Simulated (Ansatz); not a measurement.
# Mg on Cu(111): change of the work function, part 3 of 3

How does Mg on the fcc site change the work function of Cu(111) as the layer fills?

Ansatz 0.2.0; plane-wave DFT, PBE, Ansatz PAW.

So far, work function, upper face (eV): step 2 (the clean slab) 4.79; step 3 (37 atoms, coverage 0.111 ML, cell 3x3) 3.46.

## 4. The covered slab, k-mesh 6×6×1, coverage 0.25 ML

System of this step: Mg/Cu(111). The cell holds 17 atoms: 16 Cu and 1 Mg. Its edges and angles: a = 5.105 Å, b = 5.105 Å, c = 26.647 Å, α = 90.0°, β = 90.0°, γ = 60.0°. Vacuum lies along c.

Another coverage, to see how the dipoles act on each other as their distance changes.

input.yaml reads:

```yaml
crystal:
  lattice:
    - [5.1053109602, 1.0e-10, 0.0]
    - [2.5526554801, 4.4213289858, 0.0]
    - [0.0, 0.0, 26.6474403421]
  atoms:
    - { symbol: Cu, position: [0.0, 0.0, 0.3377435087] }
    - { symbol: Cu, position: [0.1666666667, 0.1666666667, 0.4159586936] }
    - { symbol: Cu, position: [0.3333333333, 0.3333333333, 0.4941738784] }
    - { symbol: Cu, position: [0.0, 0.0, 0.5723890633] }
    - { symbol: Cu, position: [0.0, 0.5, 0.3377435087] }
    - { symbol: Cu, position: [0.1666666667, 0.6666666667, 0.4159586936] }
    - { symbol: Cu, position: [0.3333333333, 0.8333333333, 0.4941738784] }
    - { symbol: Cu, position: [0.0, 0.5, 0.5723890633] }
    - { symbol: Cu, position: [0.5, 0.0, 0.3377435087] }
    - { symbol: Cu, position: [0.6666666667, 0.1666666667, 0.4159586936] }
    - { symbol: Cu, position: [0.8333333333, 0.3333333333, 0.4941738784] }
    - { symbol: Cu, position: [0.5, 0.0, 0.5723890633] }
    - { symbol: Cu, position: [0.5, 0.5, 0.3377435087] }
    - { symbol: Cu, position: [0.6666666667, 0.6666666667, 0.4159586936] }
    - { symbol: Cu, position: [0.8333333333, 0.8333333333, 0.4941738784] }
    - { symbol: Cu, position: [0.5, 0.5, 0.5723890633] }
    - { symbol: Mg, position: [0.1666666667, 0.1666666667, 0.6622564913] }
kpoints:
  mp_grid: { grid: [6, 6, 1] }
hamiltonian:
  xc: pbe
scf:
  occupations: { method: fermi_dirac, width: 0.1 }
  convergence: { dr2_threshold: 1.0e-08 }
efield:
  axis: 3
  dipole_correction: true
  ramp_position: 0.97
  ramp_width: 0.06
relax:
  f_tol: 0.02
  max_steps: 60
  constraints: [{ sites: [0, 1, 4, 5, 8, 9, 12, 13] }]
output:
  dos: { projected: true, e_range: [-8, 4] }
  write_potential: true
  write_density: true
  volumetric_format: npy
  elf: true
```

Started as:

```sh
ansatz run input.yaml --threads 4 --pin off --max-ram 16384MiB --backend cpu --events-out ev --progress --plain --runs-dir out
```

Log:

```text
[...]
Crystal: 17 atoms, lattice volume = 601.493 Å³
Basis set: ecut = 420 eV, 11807 PW (Γ), exchange–correlation on 72×72×360 points (8 copies of the dense FFT grid, shifted against one another)
Bands: 189, of which v1, the nominal top of the filled ones, is band 157 counted from 1 (156 counted from 0)
Symmetry: 6 space group operations
[...]
k-points: 7 of 36 (time reversal used)
[...]
SCF iter   1: F=—  HF=-107922.771500 eV  |F-HF|=—  |Δ(HF+E_count)|=         —  Δρ=1.79e-3  dr2=1.12e-1  ethr=1.77e-3  p=0.203 e·Å  D=6.09e-2 V/Å  ΔV_dip=-1.62 eV  dr2_dipole=4.66e-2  V_vac-E_F(+/−)=3.09/4.71 eV  ⟨swp⟩=6.7  Hψ=5261  notcnv=0  defer=100
[...]
SCF iter  14: F=-107922.789677 eV  HF=-107922.789677 eV  |F-HF|=9.17e-10  |Δ(HF+E_count)|=   2.88e-8  Δρ=6.00e-7  dr2=2.41e-9  ethr=3.18e-12  p=0.186 e·Å  D=5.61e-2 V/Å  ΔV_dip=-1.49 eV  dr2_dipole=3.10e-10  V_vac-E_F(+/−)=3.28/4.77 eV  ⟨swp⟩=16.9  Hψ=10719  notcnv=0
SCF 1 converged in 14 iterations: F = -107922.789677 eV  dr2 = 2.41e-9
[...]
relax step   1: F+E_penalty+E_count = -107922.78967706 eV  Δ(F+E_penalty+E_count) = +0.000e0 eV  max|allowed force component| = 6.886e-1 eV/Å  Δτ_max = 0.0000 Å  (14 SCF iters, accepted)
[...]
SCF iter  11: F=-107922.864972 eV  HF=-107922.864972 eV  |F-HF|=9.95e-9  |Δ(HF+E_count)|=   3.21e-8  Δρ=1.08e-6  dr2=5.16e-9  ethr=3.18e-12  p=0.200 e·Å  D=6.00e-2 V/Å  ΔV_dip=-1.60 eV  dr2_dipole=5.36e-11  V_vac-E_F(+/−)=3.18/4.78 eV  ⟨swp⟩=13.7  Hψ=9701  notcnv=0
SCF 2 converged in 11 iterations: F = -107922.864972 eV  dr2 = 5.16e-9
relax step   2: F+E_penalty+E_count = -107922.86497164 eV  Δ(F+E_penalty+E_count) = -7.529e-2 eV  max|allowed force component| = 4.376e-1 eV/Å  Δτ_max = 0.1314 Å  (11 SCF iters, accepted)
SCF iter   1: F=—  HF=-107922.909147 eV  |F-HF|=—  |Δ(HF+E_count)|=         —  Δρ=2.16e-3  dr2=4.97e-2  ethr=1.86e-4  p=0.200 e·Å  D=6.00e-2 V/Å  ΔV_dip=-1.60 eV  dr2_dipole=2.98e-3  V_vac-E_F(+/−)=3.19/4.79 eV  ⟨swp⟩=6.9  Hψ=4797  notcnv=0  defer=114
[...]
SCF iter  12: F=-107922.897179 eV  HF=-107922.897179 eV  |F-HF|=1.95e-9  |Δ(HF+E_count)|=   5.75e-9  Δρ=5.53e-7  dr2=3.02e-9  ethr=3.18e-12  p=0.219 e·Å  D=6.59e-2 V/Å  ΔV_dip=-1.75 eV  dr2_dipole=2.98e-10  V_vac-E_F(+/−)=3.05/4.80 eV  ⟨swp⟩=9.3  Hψ=8089  notcnv=0
SCF 3 converged in 12 iterations: F = -107922.897179 eV  dr2 = 3.02e-9
relax step   3: F+E_penalty+E_count = -107922.89717897 eV  Δ(F+E_penalty+E_count) = -3.221e-2 eV  max|allowed force component| = 2.522e-1 eV/Å  Δτ_max = 0.1949 Å  (12 SCF iters, accepted)
[...]
relax step   4: F+E_penalty+E_count = -107922.89540301 eV  Δ(F+E_penalty+E_count) = +1.776e-3 eV  max|allowed force component| = 1.834e-1 eV/Å  Δτ_max = 0.0987 Å  (12 SCF iters, rejected (line search))
SCF iter   1: F=—  HF=-107922.916437 eV  |F-HF|=—  |Δ(HF+E_count)|=         —  Δρ=2.72e-3  dr2=2.47e-2  ethr=8.02e-5  p=0.216 e·Å  D=6.51e-2 V/Å  ΔV_dip=-1.73 eV  dr2_dipole=1.36e-4  V_vac-E_F(+/−)=3.07/4.80 eV  ⟨swp⟩=3.4  Hψ=2932  notcnv=0  defer=120
[...]
SCF iter  12: F=-107922.906492 eV  HF=-107922.906492 eV  |F-HF|=3.36e-9  |Δ(HF+E_count)|=   2.84e-8  Δρ=6.99e-7  dr2=2.60e-9  ethr=3.18e-12  p=0.215 e·Å  D=6.47e-2 V/Å  ΔV_dip=-1.72 eV  dr2_dipole=5.64e-11  V_vac-E_F(+/−)=3.07/4.80 eV  ⟨swp⟩=10.0  Hψ=8446  notcnv=0
SCF 5 converged in 12 iterations: F = -107922.906492 eV  dr2 = 2.60e-9
relax step   5: F+E_penalty+E_count = -107922.90649186 eV  Δ(F+E_penalty+E_count) = -9.313e-3 eV  max|allowed force component| = 1.027e-2 eV/Å  Δτ_max = 0.0394 Å  (12 SCF iters, accepted)
[...]
SCF converged after 12 iterations
Free energy (F): -107922.906492 eV
[...]
Internal energy: -107922.696101 eV  (E = F + TS)
E sigma→0 (E₀):  -107922.801297 eV
Entropy (-TS):   -0.210391 eV (-12.376 meV/atom)
Fermi energy:    3.013026 eV
Dipole field:    D = 0.064735 V/Å  (p = 0.215183 e·Å, saw-weighted, corrected)
Work function:   Φ+ = 3.0740 eV   Φ− = 4.7991 eV
[...]
--- Forces (eV/Å), atoms counted from 1 ---
  atom   1  Cu     0.02380066     0.01374132    -0.00895610
  atom   2  Cu     0.00000000    -0.00000000     0.03867720
  atom   3  Cu     0.00003290     0.00001899     0.00091001
  atom   4  Cu    -0.00439789    -0.00253912    -0.00402079
  atom   5  Cu     0.00000000    -0.02748264    -0.00895610
  atom   6  Cu     0.01956581    -0.01129633    -0.00019853
  atom   7  Cu     0.00000000    -0.00003799     0.00091001
  atom   8  Cu    -0.00000000     0.00507825    -0.00402079
  atom   9  Cu    -0.02380066     0.01374132    -0.00895610
  atom  10  Cu    -0.00000000     0.02259265    -0.00019853
  atom  11  Cu    -0.00003290     0.00001899     0.00091001
  atom  12  Cu     0.00439789    -0.00253912    -0.00402079
  atom  13  Cu     0.00000000    -0.00000000    -0.01128287
  atom  14  Cu    -0.01956581    -0.01129633    -0.00019853
  atom  15  Cu    -0.00000000     0.00000000    -0.00180410
  atom  16  Cu    -0.00000000     0.00000000     0.00093066
  atom  17  Mg    -0.00000000     0.00000000     0.01026862
  max |Σ_I F_I| component: 6.69e-6 eV/Å
--- Band table (eV; the first three rows and the last of 7) ---
  k-point 0: bands = [... 153 lower, 2.6311, 2.6510, 2.6510, 3.3610, 3.6080, 3.6524, 3.6524, 4.1865, ... 28 higher]
  k-point 1: bands = [... 153 lower, 2.2680, 2.6930, 2.7468, 2.7500, 3.3322, 3.3937, 3.4893, 3.6870, ... 28 higher]
  k-point 2: bands = [... 153 lower, 2.0690, 2.3502, 2.8177, 2.8259, 3.3143, 3.3227, 3.4033, 4.1986, ... 28 higher]
  k-point 6: bands = [... 153 lower, 1.3531, 1.9020, 2.0919, 2.1270, 3.0943, 3.7563, 3.8342, 4.4974, ... 28 higher]
--- Relaxed structure (5 steps of the walk, 4 accepted, 0 SCFs on fresh bases) ---
  F+E_penalty+E_count = -107922.90649186 eV   max|allowed force component| = 1.027e-2 eV/Å
  atoms:
    - { symbol: Cu, position: [-1.795949e-17, -1.795949e-17, 0.337744] }
    - { symbol: Cu, position: [0.166667, 0.166667, 0.415959] }
    - { symbol: Cu, position: [0.334029, 0.334029, 0.494167] }
    - { symbol: Cu, position: [-0.00150525, -0.00150525, 0.571603] }
    - { symbol: Cu, position: [0.0, 0.5, 0.337744] }
    - { symbol: Cu, position: [0.166667, 0.666667, 0.415959] }
    - { symbol: Cu, position: [0.334029, 0.831942, 0.494167] }
    - { symbol: Cu, position: [-0.00150525, 0.503010, 0.571603] }
    - { symbol: Cu, position: [0.5, -1.795949e-17, 0.337744] }
    - { symbol: Cu, position: [0.666667, 0.166667, 0.415959] }
    - { symbol: Cu, position: [0.831942, 0.334029, 0.494167] }
    - { symbol: Cu, position: [0.503010, -0.00150525, 0.571603] }
    - { symbol: Cu, position: [0.5, 0.500000, 0.337744] }
    - { symbol: Cu, position: [0.666667, 0.666667, 0.415959] }
    - { symbol: Cu, position: [0.833333, 0.833333, 0.493533] }
    - { symbol: Cu, position: [0.5, 0.500000, 0.576085] }
    - { symbol: Mg, position: [0.166667, 0.166667, 0.651356] }
```

It took 2.2 min on 4 threads of Arm Neoverse V2, shared host; peak memory 2.8 GiB; 8.7 min of CPU time.

The steps of the relaxation:

```tsv
step	energy less that of the first step (eV)	largest force component (eV/Å)
1	0.0000	0.6886
2	-0.0753	0.4376
3	-0.1075	0.2522
4	-0.1057	0.1834
5	-0.1168	0.0103
```

Relaxation step 4 was tried and not accepted.

The run keeps the 6 symmetry operations that the program found, so distortions that break them were not tested.

The atoms that moved most (Å):

```tsv
atom	dx	dy	dz	length
Mg17	0.000	0.000	-0.290	0.290
Cu16	0.000	0.000	0.098	0.098
Cu4	-0.012	-0.007	-0.021	0.025
Cu12	0.012	-0.007	-0.021	0.025
Cu8	0.000	0.013	-0.021	0.025
Cu15	0.000	0.000	-0.017	0.017
Cu11	-0.005	0.003	0.000	0.006
Cu3	0.005	0.003	0.000	0.006
```

The relaxed structure:

```
Cu Mg
1.0
     5.10531    0.00000    0.00000
     2.55266    4.42133    0.00000
     0.00000    0.00000   26.64744
Cu Mg
16 1
Cartesian
  0.0000 0.0000 9.0000
  1.2763 0.7369 11.0842
  2.5580 1.4769 13.1683
  -0.0115 -0.0067 15.2318
  1.2763 2.2107 9.0000
  2.5527 2.9476 11.0842
  3.8290 3.6783 13.1683
  1.2763 2.2240 15.2318
  2.5527 0.0000 9.0000
  3.8290 0.7369 11.0842
  5.1000 1.4769 13.1683
  2.5642 -0.0067 15.2318
  3.8290 2.2107 9.0000
  5.1053 2.9476 11.0842
  6.3816 3.6844 13.1514
  3.8290 2.2107 15.3512
  1.2763 0.7369 17.3570
```

Read from the output:

- energy at zero smearing: -107922.8013 eV
- work function, upper face: 3.074 eV
- work function, lower face: 4.799 eV
- dipole along the normal: 0.2152 e·Å
- step between the vacuum levels: -1.725 eV

Running mean over 2.084 Å of the planar mean; the ramp of the sawtooth is left out. Table of electron's electrostatic potential energy less the Fermi level by z:

```tsv
z (Å)	electron's electrostatic potential energy less the Fermi level (eV)
4	4.80
5	4.79
6	4.74
7	4.10
8	-2.76
9	-8.57
10	-8.81
11	-8.86
12	-8.86
13	-8.82
14	-8.72
15	-8.76
16	-6.48
17	-0.667
18	0.178
19	2.33
20	2.96
21	3.06
22	3.07
23	3.07
```

The density of states has structure finer than the step of the table below, so its rows give means over 0.25 eV. Peaks (eV: height): -2.890: 84.4, -2.770: 72.8, -2.650: 98.0, -2.470: 82.1, -2.200: 74.1, -2.080: 83.8, -1.680: 113.

The density of states by energy, zero at the Fermi level; means over each step:

energy (eV), density of states (states/eV a cell) and a bar:
```
    -7.75          2 
    -7.50          2 
    -7.25          2 
    -7.00          2 
    -6.75          2 
    -6.50          3 #
    -6.25          2 
    -6.00          3 #
    -5.75          2 
    -5.50          7 ##
    -5.25          7 ##
    -5.00          5 #
    -4.75         19 #######
    -4.50         17 ######
    -4.25         31 ###########
    -4.00         32 ############
    -3.75         35 #############
    -3.50         37 ##############
    -3.25         45 #################
    -3.00         70 ###########################
    -2.75         62 #######################
    -2.50         46 #################
    -2.25         54 ####################
    -2.00         69 ##########################
    -1.75         79 ##############################
    -1.50         38 ##############
    -1.25          6 ##
    -1.00          7 ##
    -0.75          6 ##
    -0.50          5 #
    -0.25          8 ###
     0.00          4 #
     0.25          8 ###
     0.50          7 ##
     0.75          4 #
     1.00          4 #
     1.25          6 ##
     1.50          6 ##
     1.75          6 ##
```

Projected DOS per atom over height of the atomic layer and energy from the Fermi level. Layers: Cu4 Cu4 Cu4 Cu4 Mg from below.

Ten even steps from '0' (0.01 states/eV) to '9' (5.13 states/eV), each cell a mean:
```
00000
00000
00000
00000
00000
00001
00000
33320
98880
75670
96680
45570
34340
24430
12210
01100
00000
00000
00000
00000
00000
00000
```
Columns: height of the atomic layer (Å) from 9 to 17.4; rows upwards: energy from the Fermi level (eV) from -7.96 to 1.95.

ELF in the ca plane at fractional y = 0.167, with atoms of Cu and Mg within 0.2 Å of it. It is the smooth field of the valence electrons, not physical close to the nuclei.

Ten even steps from '0' (0.00) to '9' (0.95), each cell a mean:
```
12111222222112112112123321268886421000000000
11112221222112112111123344566643100000000000
11112112212211122111122233333210000000000000
22222135521222222222222211110000000000000000
33332148721232222222322211000000000000000000
22222124421222222222222221111000000000000000
11112112112211112111122333443321000000000000
12111222222112112112123444577754210000000000
11112221122112112111123311158987521000000000
11112112212211122211233122116998752100000000
22222135521222222222331233304999863100000000
33332148721222222223341332413999864100000000
22222124421222222222231134304999863100000000
11112112112211112111223111017998742000000000
```
Columns run along c (16.0 Å, from fractional 0.31 to 0.91 of the cell), rows up along a (5.1 Å). Atoms in or near the plane, at fractional coordinates: Cu at (0.42, 0.17), Cu at (0.42, 0.67), Mg at (0.65, 0.17).

Valence density in the ca plane at fractional y = 0.167, with atoms of Cu and Mg within 0.2 Å of it. It is the smooth field of the valence electrons, not physical close to the nuclei.

Ten steps, logarithmic in the rise over the least value, from '0' (0 e/Å³) to '9' (44 e/Å³), each cell a mean:
```
12311001100123211123210000000000000000000000
12211011110123211122110000000000000000000000
11110124321111110111100000000000000000000000
00100158741001000001000000000000000000000000
00000269951000000000000000000000000000000000
01100157731011000011000000000000000000000000
11110123211111110111100000000000000000000000
12311001100123211123210000000000000000000000
12211011100123211122110000000000000000000000
11110124321111110111100022100000000000000000
00100158741001000001000267400000000000000000
00000269951000000000000378500000000000000000
01100157731001000011100256300000000000000000
11110123210111110111100011000000000000000000
```
Columns run along c (16.0 Å, from fractional 0.31 to 0.91 of the cell), rows up along a (5.1 Å). Atoms in or near the plane, at fractional coordinates: Cu at (0.42, 0.17), Cu at (0.42, 0.67), Mg at (0.65, 0.17).

Electrostatic potential energy in the ca plane at fractional y = 0.167, with atoms of Cu and Mg within 0.2 Å of it. With pseudopotentials it is smooth inside the atoms' cores, unlike the true potential.

Ten even steps from '0' (-44 eV) to '9' (7 eV), each cell a mean:
```
75479998899864689854689988899999999999999999
75579988899865689865789999999999999999999999
87789853479987899987899999999999999999999999
99999710038999999999999999999999999999999999
99999600027999999999999999999999999999999999
98899720038999999998999999999999999999999999
87789864579987799877899999999999999999999999
75479998899864589854689999999999999999999999
75579988899865689865789888899999999999999999
87789853479987899987898754689999999999999999
99999710038999999999998400278999999999999999
99999600027999999999998300168999999999999999
98899720038999999999998510378999999999999999
87789864579987899877898765789999999999999999
```
Columns run along c (16.0 Å, from fractional 0.31 to 0.91 of the cell; values clipped at the 3rd and 97th percentile), rows up along a (5.1 Å). Atoms in or near the plane, at fractional coordinates: Cu at (0.42, 0.17), Cu at (0.42, 0.67), Mg at (0.65, 0.17).

The relaxation took 5 steps and lowered the energy by 0.12 eV; the largest force on the free atoms ends at 0.010 eV/Å.

By hand: a sheet of dipoles makes a step −p/(ε₀A) in the electron's potential. With e/ε₀ = 180.95 V·Å, p = 0.2152 e·Å and A = 22.57 Å², that is −180.95 × (0.2152) / 22.57 = -1.725 eV, and the two vacuum levels of the run differ by -1.725 eV.

The covered face has 3.07 eV, -1.71 eV against the clean one; the bare back face has moved by +0.01 eV, a measure of how thin the slab is.

## 5. Work function against coverage

This step: plane-wave DFT, PBE, Ansatz PAW; work function against coverage (Ansatz 0.2.0).

The runs are now put side by side.

This step gave:

```yaml
work_function_of_the_clean_face: 4.786 eV
largest_change_of_the_work_function: -1.712 eV
```

The work function of the covered face by coverage:

```tsv
coverage (adsorbates/nm²)	work function of the covered face (eV)
0.00	4.79
1.97	3.46
4.43	3.07
```

The dipole per adsorbate comes from the change of the cell's dipole. Coverage, by row:

```tsv
coverage (1/nm²)	coverage (ML)	work function (eV)	change (eV)	dipole per adsorbate, positive end outwards (debye)	mean height of the added atoms over the highest substrate atom (Å)
1.969	0.1111	3.458	-1.328	1.835	2.063
4.43	0.25	3.074	-1.712	1.034	2.006
```

## 6. Outcome

| Item | Value |
| --- | --- |
| work function of the clean face | 4.79 eV |
| work function at 0.11 ML | 3.46 eV |
| work function at 0.25 ML | 3.07 eV |
| dipole per adsorbate at 0.11 ML, positive end outwards | 1.83 D |

What this shows: Mg lowers the work function of Cu(111) at the lowest coverage, by 1.33 eV: the adsorbate layer has its positive end outwards. The slab has 4 layers, at the tabulated experimental lattice constant, one starting site was run, and quantum-size effects of a slab this thin can reach one or two tenths of an eV.

[Long decimals in the printed logs are rounded to 6 places.]

[Logs are printed without paths, hosts, clocks, repeated set-up lines and the standing remarks that a program may print on its own settings, such as how far it seeks lower states.]

[Hosts, paths, dates, database ids (printed as entryN), source tags and the programs' standing remarks are cut or masked in the printed files.]

[Maps of the electrostatic potential energy from Ansatz leave out the sawtooth potential of an applied field or a dipole correction, so their vacuum need not be flat; planar profiles and work functions include it.]

[The density of states shown here was stored with 400 of the rows of the run's finer table, so its peaks can read low, often by over a quarter, or be missed, and its means over a window can be off by a tenth or more.]
